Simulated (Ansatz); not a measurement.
# Bands, cutoff and cost in G0W0 for Ta2O5 (P2/m), part 2 of 2

Wanted: a G0W0 gap for Ta2O5 (P2/m) that is converged in bands and cutoff, or an estimate of the limit.

Ansatz 0.2.0; G0W0 on LDA, plane waves, PAW; PAW set soft_1. Known limits of the many-body steps: not at the basis limit; no spin-orbit coupling; coarse k mesh.

So far. Step 4 (767 empty bands, screening to 230 eV): Against the run with 4×4×4 mesh, 356 empty bands, screening to 138 eV, PAW set soft_1 files, the gap moves by +0.08 eV.

## (5) Changing the k mesh: 4×4×2 mesh, 356 empty bands, screening to 138 eV, PAW set soft_1 files

A second mesh at equal bands and cutoff isolates the sampling error. Bands and cutoff differ from the step before, so it is read against an earlier run that matches them.

The input, input.yaml:

```yaml
crystal:
  lattice:
    - [3.8414080139, 0.0, 0.0]
    - [0.0, 3.86271575, 0.0]
    - [-1.8189421445, 0.0, 6.5289594201]
  atoms:
    - { symbol: Ta, position: [0.64953073, 0.0, 0.79131453] }
    - { symbol: Ta, position: [0.35046927, 0.0, 0.20868547] }
    - { symbol: O, position: [0.6621243, 0.5, 0.79832929] }
    - { symbol: O, position: [0.3378757, 0.5, 0.20167071] }
    - { symbol: O, position: [0.18976057, 0.0, 0.87062125] }
    - { symbol: O, position: [0.81023943, 0.0, 0.12937875] }
    - { symbol: O, position: [0.5, 0.0, 0.5] }
kpoints:
  mp_grid: { grid: [4, 4, 2] }
hamiltonian:
  xc: lda
  pseudopotentials: { kind: paw, azcp: { folder: soft_1 }, xc_functional: pbe }
scf:
  occupations: { method: fixed }
gw:
  n_empty_bands: 356
  ecut_chi: 138
  qp_bands: [v2, c2]
  qp_kpoints: band_edges
  screening: { model: contour_deformation }
```

Launch:

```
$ ansatz run input.yaml --threads 3 --pin off --max-ram 92160MiB --backend cuda --events-out ev --progress --plain --runs-dir out --devices 1 --max-vram 13GiB
```

Numbers of over 12 decimals in the logs are rounded to 6 here.

The program printed:

```text
GPUs: using 1 of 1 available (devices: 1).
[...]
GPU FFT provider: cuFFT
GPU libraries: cuBLAS 13.8.2, cuFFT 12.4.0, cuSOLVER 12.3.4
Crystal: 7 atoms, lattice volume = 96.878 Å³
Basis set: ecut = 420 eV, 1913 PW (Γ)
Bands: 35, of which v1, the nominal top of the filled ones, is band 28 counted from 1 (27 counted from 0)
Symmetry: 4 space group operations
[...]
k-points: 18 of 32
[...]
1    30      9.2407   -13.4450    -4.8221   -19.3942  0.7876    10.3872    10.3677  root
[...]
17    27      6.5287   -26.1649     4.6748   -21.1444  0.7261     6.1809     6.1830  root
    17    28      6.6540   -26.3653     4.6793   -21.3515  0.7260     6.3175     6.3195  root
    17    29      9.7217   -13.5156    -5.0466   -19.7630  0.7789    10.9479    10.9225  root
    17    30     11.5962   -15.1255    -5.4940   -21.8967  0.7432    12.9120    12.8734  root
[key lines of the parts left out:]
SCF converged after 11 iterations
Free energy (F): -22150.459271 eV
Fermi energy:    6.653993 eV
```

Wall time 18 s (1 × NVIDIA H100 80GB HBM3 (shared by 6 runs) with 3 threads of AMD EPYC 7R13 (Zen 3), shared host); peak memory 1.6 GiB; 29 s of CPU time.

This step gave:

```
bands summed                                 : 384
RPA ε∞ on this mesh (eigenvalues)            : 4.787, 4.940, 7.491
plane waves in the screening matrix          : 365
G0W0 gap on the mesh                         : 3.519 eV
k of the valence top                         : -0.5, -0.5, -0.5
k of the conduction bottom                   : 0, 0, -0.5
starting gap on the mesh                     : 2.106 eV
least direct G0W0 gap on the computed points : 4.222 eV
```

Against the run with 4×4×4 mesh, 356 empty bands, screening to 138 eV, PAW set soft_1 files, the gap moves by −0.008 eV.

## (6) Changing the frequency model: 4×4×4 mesh, 356 empty bands, screening to 138 eV, plasmon pole, PAW set soft_1 files

A plasmon pole stands in for the full frequency dependence of the screening; this run shows what that costs in accuracy.

input.yaml: that of step 5 with these lines changed.

```diff
@@ -14,3 +14,3 @@
 kpoints:
-  mp_grid: { grid: [4, 4, 2] }
+  mp_grid: { grid: [4, 4, 4] }
 hamiltonian:
@@ -25,2 +25,2 @@
   qp_kpoints: band_edges
-  screening: { model: contour_deformation }
+  screening: { model: godby_needs }
```

The program printed:

```text
GPUs: using 1 of 1 available (devices: 1).
[...]
GPU FFT provider: cuFFT
GPU libraries: cuBLAS 13.8.2, cuFFT 12.4.0, cuSOLVER 12.3.4
Crystal: 7 atoms, lattice volume = 96.878 Å³
Basis set: ecut = 420 eV, 1913 PW (Γ)
Bands: 35, of which v1, the nominal top of the filled ones, is band 28 counted from 1 (27 counted from 0)
Symmetry: 4 space group operations
[...]
k-points: 30 of 64
[...]
1    30      9.2203   -13.4141    -4.7405   -19.3494  0.8223    10.4220    10.4152  root
[...]
29    27      6.5270   -26.1608     4.7469   -21.1444  0.7660     6.2571     6.2576  root
    29    28      6.6522   -26.3623     4.7579   -21.3516  0.7654     6.3990     6.3994  root
    29    29      9.7227   -13.5659    -4.8975   -19.7619  0.8190    11.0296    11.0213  root
    29    30     11.5959   -15.1235    -5.2733   -21.8947  0.7975    13.0986    13.0939  root
[key lines of the parts left out:]
SCF converged after 10 iterations
Free energy (F): -22150.471125 eV
Fermi energy:    6.652159 eV
```

Elapsed: 49 s, on 1 × NVIDIA H100 80GB HBM3 (shared by 6 runs) with 3 threads; peak memory 2.1 GiB.

Numbers from this step:

```yaml
bands_summed: 384
plasmon_pole_fit_frequency: 28.23 eV
rpa_eps_infinity_on_this_mesh_eigenvalues: 4.636, 4.908, 7.477
plane_waves_in_the_screening_matrix: 365
g0w0_gap_on_the_mesh: 3.498 eV
k_of_the_valence_top: -0.5, -0.5, -0.5
k_of_the_conduction_bottom: 0, 0, -0.5
starting_gap_on_the_mesh: 2.110 eV
least_direct_g0w0_gap_on_the_computed_points: 4.227 eV
```

Against the run with 4×4×4 mesh, 356 empty bands, screening to 138 eV, PAW set soft_1 files, the gap moves by −0.03 eV.

## (7) Changing the files: 4×4×4 mesh, 356 empty bands, screening to 138 eV, hard PAW files

Other atomic data (hard PAW) test the pseudisation: the cutoff goes from 420 to 930 eV and the valence electrons from 56 to 84, which opens shells that were frozen.

This step: G0W0 on LDA, plane waves, PAW.

input.yaml: that of step 6 with these lines changed.

```diff
@@ -17,3 +17,3 @@
   xc: lda
-  pseudopotentials: { kind: paw, azcp: { folder: soft_1 }, xc_functional: pbe }
+  pseudopotentials: { kind: paw, source: ansatz }
 scf:
@@ -25,2 +25,2 @@
   qp_kpoints: band_edges
-  screening: { model: godby_needs }
+  screening: { model: contour_deformation }
```

The program printed:

```text
GPUs: using 1 of 1 available (devices: 1).
[...]
GPU FFT provider: cuFFT
GPU libraries: cuBLAS 13.8.2, cuFFT 12.4.0, cuSOLVER 12.3.4
Crystal: 7 atoms, lattice volume = 96.878 Å³
Basis set: ecut = 930 eV, 6263 PW (Γ)
Bands: 51, of which v1, the nominal top of the filled ones, is band 42 counted from 1 (41 counted from 0)
Symmetry: 4 space group operations
[...]
k-points: 30 of 64
[...]
1    44     10.8089   -13.3988    -4.8549   -19.3350  0.7865    11.9079    11.8902  root
[...]
29    41      8.1148   -26.1742     4.6517   -21.1515  0.7263     7.7413     7.7438  root
    29    42      8.2391   -26.3678     4.6561   -21.3512  0.7263     7.8763     7.8786  root
    29    43     11.3154   -13.5585    -5.0429   -19.7543  0.7790    12.4909    12.4682  root
    29    44     13.1944   -15.1000    -5.5498   -21.8805  0.7422    14.4614    14.4251  root
[key lines of the parts left out:]
SCF converged after 11 iterations
Free energy (F): -35845.301017 eV
Fermi energy:    8.239099 eV
```

Run time: 60 s. Hardware: 1 × NVIDIA H100 80GB HBM3 (shared by 6 runs) with 3 threads; peak memory 3 GiB.

Numbers from this step:

```
bands summed                                 : 398
RPA ε∞ on this mesh (eigenvalues)            : 4.670, 4.952, 7.559
plane waves in the screening matrix          : 365
G0W0 gap on the mesh                         : 3.506 eV
k of the valence top                         : -0.5, -0.5, -0.5
k of the conduction bottom                   : 0, 0, -0.5
starting gap on the mesh                     : 2.109 eV
least direct G0W0 gap on the computed points : 4.218 eV
```

Against the run with 4×4×4 mesh, 356 empty bands, screening to 138 eV, PAW set soft_1 files, the gap moves by −0.02 eV.

## (8) The runs together

Times are wall times on 1 × NVIDIA H100 80GB HBM3 (shared by 6 runs) with 3 threads of AMD EPYC 7R13 (Zen 3), shared host, good to a factor of about two.

| mesh | files | frequency | bands summed | cutoff (eV) | start (eV) | G0W0 (eV) | time | host memory (GiB) |
| --- | --- | --- | --- | --- | --- | --- | --- | --- |
| 4×4×4 | PAW set soft_1 | contour deformation | 154 | 69 | 2.110 | 3.514 | 22 s | 1.3 |
| 4×4×4 | PAW set soft_1 | contour deformation | 384 | 138 | 2.110 | 3.527 | 57 s | 2.0 |
| 4×4×4 | PAW set soft_1 | contour deformation | 795 | 230 | 2.110 | 3.603 | 2 min | 4.4 |
| 4×4×2 | PAW set soft_1 | contour deformation | 384 | 138 | 2.106 | 3.519 | 18 s | 1.6 |
| 4×4×4 | PAW set soft_1 | plasmon pole | 384 | 138 | 2.110 | 3.498 | 49 s | 2.1 |
| 4×4×4 | hard PAW | contour deformation | 398 | 138 | 2.109 | 3.506 | 60 s | 3.0 |

How the two edges are built up, in eV (the quasiparticle level is the starting level plus Σx plus Σc less Vxc):

| run | edge | start | Σx | Σc | Vxc | Z | QP |
| --- | --- | --- | --- | --- | --- | --- | --- |
| 154 bands | valence top | 6.65 | -26.36 | 4.98 | -21.35 | 0.73 | 6.62 |
| 154 bands | conduction bottom | 8.76 | -13.10 | -4.29 | -18.76 | 0.80 | 10.13 |
| 384 bands | valence top | 6.65 | -26.36 | 4.67 | -21.35 | 0.73 | 6.32 |
| 384 bands | conduction bottom | 8.76 | -13.10 | -4.58 | -18.76 | 0.79 | 9.84 |
| 795 bands | valence top | 6.65 | -26.36 | 4.47 | -21.35 | 0.72 | 6.11 |
| 795 bands | conduction bottom | 8.76 | -13.10 | -4.71 | -18.76 | 0.79 | 9.71 |

## (9) Results

```yaml
154_bands_69_ev: 3.514 eV
384_bands_138_ev: 3.527 eV
795_bands_230_ev: 3.603 eV
estimated_limit_in_bands_and_cutoff: 3.67 eV
mesh_and_start: 4×4×4, LDA
```

In words: A line in one over the bands through the two highest rungs gives 3.67 eV, +0.07 eV from the top rung; the pair below gives 3.54 eV, so the estimate is still climbing. The rungs stand 0.16 eV (154 bands), 0.15 eV (384 bands) and 0.07 eV (795 bands) from it. From 154 to 795 bands the gap moves by +0.09 eV while the time grows 5.5-fold. Σc changes by −0.51 eV at the valence top and −0.42 eV at the conduction bottom, so the levels themselves move more than the gap between them. On the 4×4×2 mesh in place of 4×4×4 the gap differs by −0.01 eV, of which −0.003 eV is already in the start. The plasmon-pole model gives −0.03 eV against contour deformation, 2 % of the correction. Hard PAW files move the gap by −0.02 eV at equal bands and cutoff, −0.001 eV of it in the start. The 4×4×4 mesh is coarse for this cell (its supercell is 15 Å along the shortest edge). The RPA ε∞ on it, from the LDA start, is 4.62, 4.89 and 7.46; such meshes misread the long-range screening, most where the gap is narrow. The many-body steps are scalar-relativistic: spin-orbit coupling is not in them.

[Paths, hosts, dates, memory and timing lines, banners, echoed tables and standing remarks are left out of the program output.]

[Logs are printed without paths, hosts, clocks, repeated set-up lines and the standing remarks that a program may print on its own settings, such as how far it seeks lower states.]

[Runs of the session that timed out or met a known fault of the program may be left out.]

[Cells called generated may have been cut or substituted from an entry of the Crystallography Open Database or the Materials Project.]

[No measured gap is set beside runs whose start may be inverted or whose files or cutoffs have a known fault.]

[Hosts, paths, dates, database ids (printed as entryN), source tags and the programs' standing remarks are cut or masked in the printed files.]
